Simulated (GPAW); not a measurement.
The Nb L₃ edge of atom 1 in Nb4C3 (Pm-3m), with 6 C at 2.24 Å (octahedral, site symmetry m-3m), was computed in 2 ways: excited-electron core hole (neutral cell) and no core hole. Program and functional: GPAW, LDA, Gaussian full width 1.66 eV up to 4 eV, rising linearly to 3.5 eV at 25 eV; cells of 7 and 28 atoms (the run without a hole in the smaller).

Each run is counted from its own lowest empty level or Fermi level and scaled to a mean of 1 over its first 20 eV.

```csv
E (eV),run 1,run 2
-2.0,0.00,0.00
-1.0,0.16,0.06
0.0,1.43,0.50
1.0,3.44,1.46
2.0,3.39,2.73
3.0,2.17,3.20
4.0,1.59,2.08
5.0,1.37,1.16
6.0,1.15,1.24
7.0,0.81,1.42
8.0,0.48,1.09
9.0,0.30,0.62
10.0,0.20,0.33
11.0,0.20,0.23
12.0,0.34,0.31
13.0,0.54,0.48
14.0,0.66,0.62
15.0,0.62,0.63
16.0,0.53,0.56
17.0,0.44,0.48
18.0,0.36,0.39
19.0,0.32,0.34
20.0,0.34,0.34
21.0,0.39,0.39
22.0,0.42,0.43
23.0,0.39,0.41
24.0,0.33,0.35
25.0,0.31,0.30
26.0,0.37,0.33
27.0,0.49,0.43
28.0,0.60,0.55
29.0,0.61,0.59
30.0,0.51,0.53
31.0,0.40,0.42
32.0,0.32,0.32
```

Question: Which run is which?

Run 1: excited-electron core hole (neutral cell) (area from −2 to 6 eV 14.2, main maxima 1.4 eV (3.71), 14.2 eV (0.67), 22.2 eV (0.42) and 28.6 eV (0.62)). Run 2: no core hole (area from −2 to 6 eV 11.8, main maxima 2.8 eV (3.26), 7.0 eV (1.42), 14.6 eV (0.64) and 29.0 eV (0.59)). With each curve scaled to its own mean, the area from −2 to 6 eV with the hole is 14.2 against 11.8, and the centre of weight from −1 to 20 eV moves by -0.9 eV: the hole pulls the absorber's empty states down.

[Banner, clock and machine lines of the logs are left out without a mark of their own.]

[Logs are printed without paths, hosts, clocks, repeated set-up lines and the standing remarks that a program may print on its own settings, such as how far it seeks lower states.]

[Hosts, paths, dates, database ids (printed as entryN), source tags and the programs' standing remarks are cut or masked in the printed files.]

[Lists of maxima count a maximum above −3 eV only where it reaches 4 % of the highest in the window and stands out from its surroundings by 2 % of it (1.5 % where it reaches 55 %); shoulders and weaker maxima are passed over, and of the rest the first, up to two pre-edge ones and the few strongest are named.]
